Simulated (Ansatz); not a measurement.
# A hypothetical structure for YIn2Mo

This structure for YIn2Mo is made up. Its elements were placed in a known structure type with a cell scaled to their sizes. What cell does the guess relax to, and how far off was it?

Main program and level: Ansatz 0.2.0; DFT, PBE, plane-wave PAW, files of the set soft_1, scalar-relativistic, no spin, cell and ions relaxed at zero pressure; PAW set soft_1, in the first sound run; inputs show where later runs differ.

**1. The starting structure**

It takes space group Cmcm (No. 63, orthorhombic). Conventional cell: a = 4.399 Å, b = 10.455 Å, c = 8.120 Å, α = 90.00°, β = 90.00°, γ = 90.00°. Nearest to In lie 3 Mo at 2.76 to 2.85 Å and 4 In at 3.12 to 3.35 Å and 3 Y at 3.35 to 3.37 Å. Mo has 6 In at 2.76 to 2.85 Å and 3 Y at 3.01 to 3.12 Å nearest. Y has 3 Mo at 3.01 to 3.12 Å and 6 In at 3.35 to 3.37 Å nearest. Farther neighbours are not listed.

Coordinates:

```
In Mo Y
1.0
     2.19950   -5.22750    0.00000
     2.19950    5.22750    0.00000
     0.00000    0.00000    8.12000
In Mo Y
4 2 2
Direct
  0.35010 0.64990 0.04350
  0.64990 0.35010 0.95650
  0.35010 0.64990 0.45650
  0.64990 0.35010 0.54350
  0.21680 0.78320 0.75000
  0.78320 0.21680 0.25000
  0.07100 0.92900 0.25000
  0.92900 0.07100 0.75000
```

**2. Relaxing cell and atoms**

The guessed cell has no reason to be at equilibrium. It is relaxed with the atoms, within the space group of the guess.

The input, input.yaml:

```yaml
crystal:
  lattice:
    - [2.1995, -5.2275, 0.0]
    - [2.1995, 5.2275, 0.0]
    - [0.0, 0.0, 8.12]
  atoms:
    - { symbol: In, position: [0.3501, 0.6499, 0.0435] }
    - { symbol: In, position: [0.6499, 0.3501, 0.9565] }
    - { symbol: In, position: [0.3501, 0.6499, 0.4565] }
    - { symbol: In, position: [0.6499, 0.3501, 0.5435] }
    - { symbol: Mo, position: [0.2168, 0.7832, 0.75] }
    - { symbol: Mo, position: [0.7832, 0.2168, 0.25] }
    - { symbol: "Y", position: [0.071, 0.929, 0.25] }
    - { symbol: "Y", position: [0.929, 0.071, 0.75] }
kpoints:
  mp_grid: { grid: [7, 7, 4] }
scf:
  occupations: { method: fermi_dirac, width: 0.05 }
hamiltonian:
  xc: pbe
  pseudopotentials: { kind: paw, azcp: { folder: soft_1 } }
relax:
  f_tol: 0.015
  max_steps: 70
  cell: {}
output:
  forces: true
  stress: true
```

The run is started by

```
ansatz run input.yaml --threads 4 --pin off --max-ram 10240MiB --backend cpu --events-out ev --progress --plain --runs-dir out
```

Numbers of over 12 decimals in the logs are rounded to 6 here.

The log of the run:

```text
Engine: ansatz 0.2.0, aarch64-unknown-linux-gnu
Pseudopotentials: kind: paw
Pseudopotential: In, paw, valence charge 13, recommended cutoff 420 eV (normal), soft_1/In.paw.azcp
Pseudopotential: Mo, paw, valence charge 14, recommended cutoff 420 eV (normal), soft_1/Mo.paw.azcp
Pseudopotential: Y, paw, valence charge 11, recommended cutoff 420 eV (normal), soft_1/Y.paw.azcp
Functional definition: PBE
  parameter kappa = 0.804
  parameter beta = 0.066725
  exchange = pbe_x(kappa = kappa, mu = beta*pi^2/3)
  correlation = pbe_c(beta = beta)
Crystal: 8 atoms, lattice volume = 186.726 Å³
Basis set: ecut = 420 eV, 3697 PW (Γ), exchange–correlation on 80×80×120 points (8 copies of the dense FFT grid, shifted against one another)
Bands: 62, of which v1, the nominal top of the filled ones, is band 51 counted from 1 (50 counted from 0)
Symmetry: 8 space group operations
Space group: Cmcm (ITA 63), of the structure as read, at distance tolerance 5.7e-5 Å
k-points: 48 of 196
Non-local potential: In, projectors of the file, l = 0: 2, l = 1: 2, l = 2: 2, l = 3: 1
Non-local potential: Mo, projectors of the file, l = 0: 3, l = 1: 2, l = 2: 2, l = 3: 1
Non-local potential: Y, projectors of the file, l = 0: 3, l = 1: 2, l = 2: 2, l = 3: 1
PAW form: soft (Blöchl's): semilocal exchange-correlation on the pseudo side does not see the compensation charge
PAW one-centre angular grid: In, 590 points (default); XC on 64 Gauss nodes
PAW one-centre angular grid: Mo, 590 points (default); XC on 64 Gauss nodes
PAW one-centre angular grid: Y, 590 points (default); XC on 64 Gauss nodes
Initial density: superposition of atomic densities (chi_scale 0.1, normalization cell, long waves kept (reshape's long-wave potential 0.00 eV rms))
Initial wavefunctions: pseudopotential atomic-orbital guess
Functional: x = pbe(κ = 0.804, μ = 0.219515), c = pbe(β = 0.066725)
SCF iter   1: F=—  HF=-40006.597373 eV  |F-HF|=—  |Δ(HF+E_count)|=         —  Δρ=1.09e-1  dr2=5.63e1  ethr=3.10e-3  ⟨swp⟩=6.2  Hψ=10442  notcnv=0
preconditioner: auto → Kerker (q_TF=auto, 2.467 Å⁻¹)  [metal: Δε(μ)=0.009 eV  Ē_g=10.613 eV  σ=0.050 eV  W_gap=0.04  n_scr=50 (ndim 8)  ℏωp=22.7 eV  f_vac=0.000  D(μ)=7.20/eV (n_scr^D=58)]
SCF iter   2: F=—  HF=-40000.940644 eV  |F-HF|=—  |Δ(HF+E_count)|=    5.66e0  Δρ=4.65e-2  dr2=9.25e0  ethr=3.10e-3  ⟨swp⟩=3.0  Hψ=6542  notcnv=0  defer=51
SCF iter   3: F=—  HF=-40000.112404 eV  |F-HF|=—  |Δ(HF+E_count)|=   8.28e-1  Δρ=1.39e-2  dr2=8.37e-1  ethr=3.10e-3  ⟨swp⟩=3.2  Hψ=5072  notcnv=0  defer=59
SCF iter   4: F=—  HF=-40000.052286 eV  |F-HF|=—  |Δ(HF+E_count)|=   6.01e-2  Δρ=1.06e-2  dr2=3.58e-1  ethr=8.21e-4  ⟨swp⟩=3.0  Hψ=4538  notcnv=0  defer=87
SCF iter   5: F=—  HF=-40000.021310 eV  |F-HF|=—  |Δ(HF+E_count)|=   3.10e-2  Δρ=5.79e-3  dr2=1.15e-1  ethr=3.51e-4  ⟨swp⟩=2.1  Hψ=3298  notcnv=0  defer=86
SCF iter   6: F=—  HF=-40000.009693 eV  |F-HF|=—  |Δ(HF+E_count)|=   1.16e-2  Δρ=1.47e-3  dr2=6.90e-3  ethr=1.13e-4  ⟨swp⟩=2.0  Hψ=3589  notcnv=0  defer=86
SCF iter   7: F=—  HF=-40000.008962 eV  |F-HF|=—  |Δ(HF+E_count)|=   7.31e-4  Δρ=3.33e-4  dr2=3.67e-4  ethr=6.76e-6  ⟨swp⟩=2.0  Hψ=3326  notcnv=0  defer=86
SCF iter   8: F=—  HF=-40000.008914 eV  |F-HF|=—  |Δ(HF+E_count)|=   4.83e-5  Δρ=3.73e-5  dr2=4.07e-6  ethr=3.60e-7  ⟨swp⟩=2.0  Hψ=3488  notcnv=0  defer=86
SCF iter   9: F=—  HF=-40000.008885 eV  |F-HF|=—  |Δ(HF+E_count)|=   2.87e-5  Δρ=2.37e-5  dr2=1.88e-6  ethr=3.99e-9  ⟨swp⟩=2.1  Hψ=5242  notcnv=0  defer=86
SCF iter  10: F=-40000.008885 eV  HF=-40000.008885 eV  |F-HF|=4.40e-8  |Δ(HF+E_count)|=   2.04e-7  Δρ=4.51e-6  dr2=6.24e-8  ethr=9.80e-11  ⟨swp⟩=3.0  Hψ=11043  notcnv=0
SCF 1 converged in 10 iterations: F = -40000.008885 eV  dr2 = 6.24e-8
  greatest PAW one-centre occupation: 0.999 electrons in one spin orbital (limit 2), on the Mo atom at site 5 (counted from 0), in its partial waves of l = 0
relax step   1: F+E_penalty+E_count = -40000.00888516 eV  Δ(F+E_penalty+E_count) = +0.000e0 eV  max|allowed force component| = 8.575e-1 eV/Å  Δτ_max = 0.0000 Å  P = +1.629 GPa  Ω = 186.726 Å³  (10 SCF iters, dr2 threshold 1.00e-7 eV, accepted)
Crystal: 8 atoms, lattice volume = 187.583 Å³
Basis set: ecut = 420 eV, 3665 PW (Γ), exchange–correlation on 80×80×120 points (8 copies of the dense FFT grid, shifted against one another)
Initial density: handed on by an earlier stage of this run
Initial wavefunctions: those handed on with the density
iter 1 solved again at ethr=2.09e-3 eV; its pass at ethr=3.10e-3 eV (dr2=2.13e0 eV) is discarded
SCF iter   1: F=—  HF=-40000.643908 eV  |F-HF|=—  |Δ(HF+E_count)|=         —  Δρ=2.05e-2  dr2=2.13e0  ethr=2.09e-3  ⟨swp⟩=1.3  Hψ=16430  notcnv=0
preconditioner: auto → Kerker (q_TF=auto, 2.465 Å⁻¹)  [metal: Δε(μ)=0.018 eV  Ē_g=13.039 eV  σ=0.050 eV  W_gap=0.09  n_scr=50 (ndim 8)  ℏωp=24.6 eV  f_vac=0.000  D(μ)=7.64/eV (n_scr^D=58)]
SCF iter   2: F=—  HF=-40000.466280 eV  |F-HF|=—  |Δ(HF+E_count)|=   1.78e-1  Δρ=1.03e-2  dr2=6.10e-1  ethr=2.09e-3  ⟨swp⟩=1.0  Hψ=2976  notcnv=0
SCF iter   3: F=—  HF=-40000.395857 eV  |F-HF|=—  |Δ(HF+E_count)|=   7.04e-2  Δρ=1.73e-3  dr2=1.19e-2  ethr=5.98e-4  ⟨swp⟩=2.2  Hψ=3849  notcnv=0
SCF iter   4: F=—  HF=-40000.393931 eV  |F-HF|=—  |Δ(HF+E_count)|=   1.93e-3  Δρ=4.69e-4  dr2=8.13e-4  ethr=1.17e-5  ⟨swp⟩=2.7  Hψ=4900  notcnv=0  defer=1
SCF iter   5: F=—  HF=-40000.393807 eV  |F-HF|=—  |Δ(HF+E_count)|=   1.23e-4  Δρ=1.70e-4  dr2=8.13e-5  ethr=7.97e-7  ⟨swp⟩=2.0  Hψ=4543  notcnv=0  defer=1
SCF iter   6: F=—  HF=-40000.393780 eV  |F-HF|=—  |Δ(HF+E_count)|=   2.75e-5  Δρ=6.10e-5  dr2=1.28e-5  ethr=7.97e-8  ⟨swp⟩=2.0  Hψ=4589  notcnv=0  defer=1
SCF iter   7: F=-40000.393779 eV  HF=-40000.393779 eV  |F-HF|=3.11e-7  |Δ(HF+E_count)|=   7.09e-7  Δρ=2.00e-5  dr2=7.24e-7  ethr=7.84e-10  ⟨swp⟩=2.8  Hψ=11565  notcnv=0
SCF 2 converged in 7 iterations: F = -40000.393779 eV  dr2 = 7.24e-7
relax step   2: F+E_penalty+E_count = -40000.39377894 eV  Δ(F+E_penalty+E_count) = -3.849e-1 eV  max|allowed force component| = 3.856e-1 eV/Å  Δτ_max = 0.1949 Å  P = -0.621 GPa  Ω = 187.583 Å³  energy of the carried Pulay correction = -1.217e-4 eV  (7 SCF iters, dr2 threshold 8.00e-7 eV, accepted)
Crystal: 8 atoms, lattice volume = 187.310 Å³
Basis set: ecut = 420 eV, 3651 PW (Γ), exchange–correlation on 80×80×120 points (8 copies of the dense FFT grid, shifted against one another)
iter 1 solved again at ethr=3.66e-5 eV; its pass at ethr=3.10e-3 eV (dr2=3.73e-2 eV) is discarded
SCF iter   1: F=—  HF=-40000.488471 eV  |F-HF|=—  |Δ(HF+E_count)|=         —  Δρ=3.50e-3  dr2=3.76e-2  ethr=3.66e-5  ⟨swp⟩=2.1  Hψ=13951  notcnv=0
preconditioner: auto → Kerker (q_TF=auto, 2.465 Å⁻¹)  [metal: Δε(μ)=0.002 eV  Ē_g=12.939 eV  σ=0.050 eV  W_gap=0.01  n_scr=54 (ndim 8)  ℏωp=24.6 eV  f_vac=0.000  D(μ)=8.97/eV (n_scr^D=78)]
SCF iter   2: F=—  HF=-40000.483984 eV  |F-HF|=—  |Δ(HF+E_count)|=   4.49e-3  Δρ=1.89e-3  dr2=1.28e-2  ethr=3.66e-5  ⟨swp⟩=1.0  Hψ=2976  notcnv=0
SCF iter   3: F=—  HF=-40000.482035 eV  |F-HF|=—  |Δ(HF+E_count)|=   1.95e-3  Δρ=3.18e-4  dr2=2.73e-4  ethr=1.26e-5  ⟨swp⟩=2.1  Hψ=3602  notcnv=0
SCF iter   4: F=—  HF=-40000.482009 eV  |F-HF|=—  |Δ(HF+E_count)|=   2.54e-5  Δρ=8.99e-5  dr2=2.91e-5  ethr=2.68e-7  ⟨swp⟩=2.9  Hψ=5298  notcnv=0
SCF iter   5: F=—  HF=-40000.482006 eV  |F-HF|=—  |Δ(HF+E_count)|=   2.86e-6  Δρ=3.04e-5  dr2=2.82e-6  ethr=2.85e-8  ⟨swp⟩=2.9  Hψ=5289  notcnv=0
SCF iter   6: F=-40000.482005 eV  HF=-40000.482006 eV  |F-HF|=1.17e-7  |Δ(HF+E_count)|=   6.02e-7  Δρ=9.48e-6  dr2=2.62e-7  ethr=7.84e-10  ⟨swp⟩=4.0  Hψ=9789  notcnv=0
SCF 3 converged in 6 iterations: F = -40000.482005 eV  dr2 = 2.62e-7
relax step   3: F+E_penalty+E_count = -40000.48200550 eV  Δ(F+E_penalty+E_count) = -8.823e-2 eV  max|allowed force component| = 7.724e-2 eV/Å  Δτ_max = 0.0487 Å  P = -0.322 GPa  Ω = 187.310 Å³  energy of the carried Pulay correction = -8.314e-5 eV  (6 SCF iters, dr2 threshold 8.00e-7 eV, accepted)
Crystal: 8 atoms, lattice volume = 186.055 Å³
Basis set: ecut = 420 eV, 3619 PW (Γ), exchange–correlation on 80×80×120 points (8 copies of the dense FFT grid, shifted against one another)
iter 1 solved again at ethr=2.37e-5 eV; its pass at ethr=3.10e-3 eV (dr2=2.42e-2 eV) is discarded
SCF iter   1: F=—  HF=-40000.496068 eV  |F-HF|=—  |Δ(HF+E_count)|=         —  Δρ=2.43e-3  dr2=2.09e-2  ethr=2.37e-5  ⟨swp⟩=2.4  Hψ=15305  notcnv=0
preconditioner: auto → Kerker (q_TF=auto, 2.468 Å⁻¹)  [metal: Δε(μ)=0.017 eV  Ē_g=12.950 eV  σ=0.050 eV  W_gap=0.09  n_scr=54 (ndim 8)  ℏωp=24.7 eV  f_vac=0.000  D(μ)=8.34/eV (n_scr^D=78)]
SCF iter   2: F=—  HF=-40000.493835 eV  |F-HF|=—  |Δ(HF+E_count)|=   2.23e-3  Δρ=1.31e-3  dr2=6.72e-3  ethr=2.05e-5  ⟨swp⟩=1.0  Hψ=2976  notcnv=0
SCF iter   3: F=—  HF=-40000.492763 eV  |F-HF|=—  |Δ(HF+E_count)|=   1.07e-3  Δρ=2.11e-4  dr2=1.38e-4  ethr=6.59e-6  ⟨swp⟩=2.0  Hψ=3395  notcnv=0
SCF iter   4: F=—  HF=-40000.492733 eV  |F-HF|=—  |Δ(HF+E_count)|=   3.06e-5  Δρ=6.77e-5  dr2=1.00e-5  ethr=1.35e-7  ⟨swp⟩=2.5  Hψ=5075  notcnv=0
SCF iter   5: F=—  HF=-40000.492731 eV  |F-HF|=—  |Δ(HF+E_count)|=   1.89e-6  Δρ=2.27e-5  dr2=1.37e-6  ethr=9.82e-9  ⟨swp⟩=2.0  Hψ=4144  notcnv=0
SCF iter   6: F=-40000.492731 eV  HF=-40000.492731 eV  |F-HF|=2.16e-8  |Δ(HF+E_count)|=   9.09e-8  Δρ=5.58e-6  dr2=8.50e-8  ethr=7.84e-10  ⟨swp⟩=4.0  Hψ=8814  notcnv=0
SCF 4 converged in 6 iterations: F = -40000.492731 eV  dr2 = 8.50e-8
relax step   4: F+E_penalty+E_count = -40000.49273079 eV  Δ(F+E_penalty+E_count) = -1.073e-2 eV  max|allowed force component| = 2.315e-2 eV/Å  Δτ_max = 0.0140 Å  P = +0.289 GPa  Ω = 186.055 Å³  energy of the carried Pulay correction = +9.589e-5 eV  (6 SCF iters, dr2 threshold 8.00e-7 eV, accepted)
Crystal: 8 atoms, lattice volume = 186.879 Å³
Basis set: ecut = 420 eV, 3623 PW (Γ), exchange–correlation on 80×80×120 points (8 copies of the dense FFT grid, shifted against one another)
iter 1 solved again at ethr=4.84e-6 eV; its pass at ethr=3.10e-3 eV (dr2=4.94e-3 eV) is discarded
SCF iter   1: F=—  HF=-40000.494089 eV  |F-HF|=—  |Δ(HF+E_count)|=         —  Δρ=9.74e-4  dr2=5.12e-3  ethr=4.84e-6  ⟨swp⟩=3.0  Hψ=13024  notcnv=0
preconditioner: auto → Kerker (q_TF=auto, 2.466 Å⁻¹)  [metal: Δε(μ)=0.018 eV  Ē_g=12.948 eV  σ=0.050 eV  W_gap=0.09  n_scr=54 (ndim 8)  ℏωp=24.6 eV  f_vac=0.000  D(μ)=8.63/eV (n_scr^D=78)]
SCF iter   2: F=—  HF=-40000.493709 eV  |F-HF|=—  |Δ(HF+E_count)|=   3.80e-4  Δρ=5.01e-4  dr2=1.41e-3  ethr=4.84e-6  ⟨swp⟩=1.0  Hψ=2976  notcnv=0
SCF iter   3: F=—  HF=-40000.493562 eV  |F-HF|=—  |Δ(HF+E_count)|=   1.46e-4  Δρ=7.16e-5  dr2=2.27e-5  ethr=1.38e-6  ⟨swp⟩=1.8  Hψ=3081  notcnv=0
SCF iter   4: F=—  HF=-40000.493539 eV  |F-HF|=—  |Δ(HF+E_count)|=   2.32e-5  Δρ=2.16e-5  dr2=1.40e-6  ethr=2.23e-8  ⟨swp⟩=2.4  Hψ=4216  notcnv=0
iter 5 did not close the SCF: its close was put off for the readings that it lacked (scf_convergence_deferred on its scf_iter line)
SCF iter   5: F=-40000.493539 eV  HF=-40000.493539 eV  |F-HF|=1.02e-7  |Δ(HF+E_count)|=   3.42e-7  Δρ=7.89e-6  dr2=1.84e-7  ethr=1.37e-9  ⟨swp⟩=2.0  Hψ=4597  notcnv=0
SCF iter   6: F=-40000.493539 eV  HF=-40000.493539 eV  |F-HF|=2.14e-9  |Δ(HF+E_count)|=   3.10e-8  Δρ=2.09e-6  dr2=1.08e-8  ethr=1.80e-10  ⟨swp⟩=2.0  Hψ=9874  notcnv=0
SCF 5 converged in 6 iterations: F = -40000.493539 eV  dr2 = 1.08e-8
relax step   5: F+E_penalty+E_count = -40000.49353879 eV  Δ(F+E_penalty+E_count) = -8.080e-4 eV  max|allowed force component| = 1.386e-2 eV/Å  Δτ_max = 0.0062 Å  P = -0.048 GPa  Ω = 186.879 Å³  energy of the carried Pulay correction = -2.191e-5 eV  (6 SCF iters, dr2 threshold 2.80e-7 eV, accepted)
Crystal: 8 atoms, lattice volume = 186.770 Å³
iter 1 solved again at ethr=1.75e-7 eV; its pass at ethr=3.10e-3 eV (dr2=1.79e-4 eV) is discarded
SCF iter   1: F=—  HF=-40000.493665 eV  |F-HF|=—  |Δ(HF+E_count)|=         —  Δρ=2.53e-4  dr2=1.87e-4  ethr=1.75e-7  ⟨swp⟩=2.1  Hψ=10833  notcnv=0
preconditioner: auto → Kerker (q_TF=auto, 2.467 Å⁻¹)  [metal: Δε(μ)=0.006 eV  Ē_g=12.940 eV  σ=0.050 eV  W_gap=0.03  n_scr=54 (ndim 8)  ℏωp=24.6 eV  f_vac=0.000  D(μ)=8.52/eV (n_scr^D=78)]
SCF iter   2: F=—  HF=-40000.493645 eV  |F-HF|=—  |Δ(HF+E_count)|=   1.97e-5  Δρ=1.44e-4  dr2=5.80e-5  ethr=1.75e-7  ⟨swp⟩=1.0  Hψ=2976  notcnv=0
SCF iter   3: F=—  HF=-40000.493640 eV  |F-HF|=—  |Δ(HF+E_count)|=   5.31e-6  Δρ=2.10e-5  dr2=1.57e-6  ethr=5.69e-8  ⟨swp⟩=2.1  Hψ=3793  notcnv=0
SCF iter   4: F=—  HF=-40000.493618 eV  |F-HF|=—  |Δ(HF+E_count)|=   2.19e-5  Δρ=5.35e-6  dr2=8.40e-8  ethr=1.54e-9  ⟨swp⟩=2.7  Hψ=5300  notcnv=0
iter 5 did not close the SCF: its close was put off for the readings that it lacked (scf_convergence_deferred on its scf_iter line)
SCF iter   5: F=-40000.493618 eV  HF=-40000.493618 eV  |F-HF|=4.22e-9  |Δ(HF+E_count)|=   1.22e-8  Δρ=1.92e-6  dr2=8.51e-9  ethr=8.24e-11  ⟨swp⟩=2.0  Hψ=4601  notcnv=0
SCF iter   6: F=-40000.493618 eV  HF=-40000.493618 eV  |F-HF|=4.95e-10  |Δ(HF+E_count)|=   1.28e-9  Δρ=6.68e-7  dr2=1.22e-9  ethr=8.35e-12  ⟨swp⟩=2.6  Hψ=10282  notcnv=0
SCF 6 converged in 6 iterations: F = -40000.493618 eV  dr2 = 1.22e-9
relax step   6: F+E_penalty+E_count = -40000.49361814 eV  Δ(F+E_penalty+E_count) = -7.935e-5 eV  max|allowed force component| = 1.912e-3 eV/Å  Δτ_max = 0.0028 Å  P = -0.006 GPa  Ω = 186.770 Å³  energy of the carried Pulay correction = -6.298e-6 eV  (6 SCF iters, dr2 threshold 9.46e-9 eV, accepted)
Initial wavefunctions: pseudopotential atomic-orbital guess (no wavefunctions were taken with the density)
iter 1 solved again at ethr=6.61e-8 eV; its pass at ethr=3.10e-3 eV (dr2=6.74e-5 eV) is discarded
SCF iter   1: F=—  HF=-40000.493107 eV  |F-HF|=—  |Δ(HF+E_count)|=         —  Δρ=2.39e-4  dr2=3.22e-6  ethr=6.61e-8  ⟨swp⟩=3.1  Hψ=18937  notcnv=0
preconditioner: auto → Kerker (q_TF=auto, 2.467 Å⁻¹)  [metal: Δε(μ)=0.019 eV  Ē_g=12.947 eV  σ=0.050 eV  W_gap=0.09  n_scr=54 (ndim 8)  ℏωp=24.6 eV  f_vac=0.000  D(μ)=8.53/eV (n_scr^D=78)]
SCF iter   2: F=—  HF=-40000.493469 eV  |F-HF|=—  |Δ(HF+E_count)|=   3.61e-4  Δρ=1.21e-4  dr2=8.38e-7  ethr=3.15e-9  ⟨swp⟩=1.0  Hψ=2979  notcnv=0
SCF iter   3: F=—  HF=-40000.493591 eV  |F-HF|=—  |Δ(HF+E_count)|=   1.22e-4  Δρ=2.36e-6  dr2=1.95e-9  ethr=8.22e-10  ⟨swp⟩=2.6  Hψ=4904  notcnv=0
SCF iter   4: F=—  HF=-40000.493591 eV  |F-HF|=—  |Δ(HF+E_count)|=   1.67e-8  Δρ=4.90e-7  dr2=1.58e-10  ethr=1.91e-12  ⟨swp⟩=2.0  Hψ=5023  notcnv=0
iter 5 did not close the SCF: its close was put off for the readings that it lacked (scf_convergence_deferred on its scf_iter line)
SCF iter   5: F=-40000.493591 eV  HF=-40000.493591 eV  |F-HF|=0.00e0  |Δ(HF+E_count)|=  6.77e-10  Δρ=6.86e-8  dr2=1.85e-11  ethr=1.00e-12  ⟨swp⟩=1.0  Hψ=2976  notcnv=0
iter 6 did not close the SCF: its close was put off for the readings that it lacked (scf_convergence_deferred on its scf_iter line)
SCF iter   6: F=-40000.493591 eV  HF=-40000.493591 eV  |F-HF|=7.28e-12  |Δ(HF+E_count)|=  7.28e-12  Δρ=2.76e-8  dr2=2.63e-12  ethr=1.00e-12  ⟨swp⟩=1.0  Hψ=2976  notcnv=0
iter 7 did not close the SCF: its close was put off for the readings that it lacked (scf_convergence_deferred on its scf_iter line)
SCF iter   7: F=-40000.493591 eV  HF=-40000.493591 eV  |F-HF|=7.28e-12  |Δ(HF+E_count)|=    0.00e0  Δρ=1.03e-8  dr2=2.59e-13  ethr=1.00e-12  ⟨swp⟩=1.0  Hψ=2976  notcnv=0
iter 8 did not close the SCF: its close was put off for the readings that it lacked (scf_convergence_deferred on its scf_iter line)
SCF iter   8: F=-40000.493591 eV  HF=-40000.493591 eV  |F-HF|=1.46e-11  |Δ(HF+E_count)|=  7.28e-12  Δρ=2.84e-9  dr2=1.50e-14  ethr=1.00e-12  ⟨swp⟩=1.0  Hψ=2976  notcnv=0
SCF iter   9: F=-40000.493591 eV  HF=-40000.493591 eV  |F-HF|=7.28e-12  |Δ(HF+E_count)|=  7.28e-12  Δρ=9.48e-10  dr2=1.81e-15  ethr=1.00e-12  ⟨swp⟩=1.0  Hψ=6145  notcnv=0
SCF 7 converged in 9 iterations: F = -40000.493591 eV  dr2 = 1.81e-15
relax step   7: F+E_penalty+E_count = -40000.49359100 eV  Δ(F+E_penalty+E_count) = +2.714e-5 eV  max|allowed force component| = 2.092e-3 eV/Å  Δτ_max = 0.0000 Å  P = -0.010 GPa  Ω = 186.770 Å³  stress off target by 1.61e-2 GPa  SCF on the basis re-selected at this cell (its energy is not comparable with the rows above)  (9 SCF iters)
basis re-selected at this cell: Δ(F+E_penalty+E_count) = +2.714e-5 eV, ΔP = -0.004 GPa vs the last step (what re-selecting the basis moved, of the pressure what is left beyond the Pulay correction that the steps carried, after the strain that the cell walked since its last selection, with what the two solves' SCF thresholds leave and, on support functions, any second-order correction that the steps lacked; it is no m [...]
SCF converged after 9 iterations
Free energy (F): -40000.493591 eV
Harris-Foulkes:  -40000.493591 eV  (|F-HF|=7.28e-12)
Internal energy: -40000.426950 eV  (E = F + TS)
E sigma→0 (E₀):  -40000.460270 eV
Entropy (-TS):   -0.066641 eV (-8.330 meV/atom)
Fermi energy:    12.487198 eV
--- Per-component energies (eV) ---
  E_band       = -462.889099
  E_kinetic    = 2351.545198
  E_local      = -7327.236617  (includes V_loc(G=0)·N_el)
  E_nonlocal   = 1660.896585
  E_hartree    = 2782.214427
  E_xc         = -1282.561741
  E_vxc        = -1209.392763  (∫ρ·V_xc dr)
  E_paw        = -28891.180464  (= ΣΔE_a)
  E_vpaw       = -1503.131085  (= ΣTr[D̂ρ^β])
  E_aug_tail   = 0.000727  (compensation charges beyond the density's cutoff)
  E_ewald      = -9294.105065
  E_smearing   = -0.066641  (= −TS)
  E_closure    = -0.000000  (closes the sum)
  Σ components = -40000.493591   (vs F -40000.493591, Δ=0.00e0)
--- Forces (eV/Å), atoms counted from 1 ---
  atom   1  In    -0.00000000     0.00021134    -0.00023293
  atom   2  In     0.00000000    -0.00021134     0.00023293
  atom   3  In    -0.00000000     0.00021134     0.00023293
  atom   4  In     0.00000000    -0.00021134    -0.00023293
  atom   5  Mo    -0.00000000    -0.00209235    -0.00000000
  atom   6  Mo     0.00000000     0.00209235     0.00000000
  atom   7  Y      0.00000000     0.00006488    -0.00000000
  atom   8  Y     -0.00000000    -0.00006488     0.00000000
  max |Σ_I F_I| component: 5.20e-17 eV/Å
--- Stress (GPa, compression-positive) ---
       -0.014590       0.000000       0.000000
        0.000000      -0.016074       0.000000
        0.000000       0.000000       0.000910
  P = ⅓ Tr σ = -0.0099 GPa (-0.099 kbar)
--- Relaxed structure (6 steps of the walk, 6 accepted, 1 SCFs on fresh bases) ---
  F+E_penalty+E_count = -40000.49359100 eV   max|allowed force component| = 2.092e-3 eV/Å   (the final SCF, on the basis selected at the relaxed cell)
  cell:  # Å, volume = 186.7698 Å³
    - [2.090243, -5.495188, 0.0]
    - [2.090243, 5.495188, 0.0]
    - [0.0, 0.0, 8.130127]
  atoms:
    - { symbol: In, position: [0.364096, 0.635904, 0.045419] }
    - { symbol: In, position: [0.635904, 0.364096, 0.954581] }
    - { symbol: In, position: [0.364096, 0.635904, 0.454581] }
    - { symbol: In, position: [0.635904, 0.364096, 0.545419] }
    - { symbol: Mo, position: [0.212403, 0.787597, 0.75] }
    - { symbol: Mo, position: [0.787597, 0.212403, 0.25] }
    - { symbol: Y, position: [0.065960, 0.934040, 0.25] }
    - { symbol: Y, position: [0.934040, 0.065960, 0.75] }
```

The job ended after 51 s (4 threads of Arm Neoverse V1, shared host; peak memory 0.88 GiB).

(Continued in part 2 of 2.)

[Logs are printed without paths, hosts, clocks, repeated set-up lines and the standing remarks that a program may print on its own settings, such as how far it seeks lower states.]

[Hosts, paths, dates, database ids (printed as entryN), source tags and the programs' standing remarks are cut or masked in the printed files.]
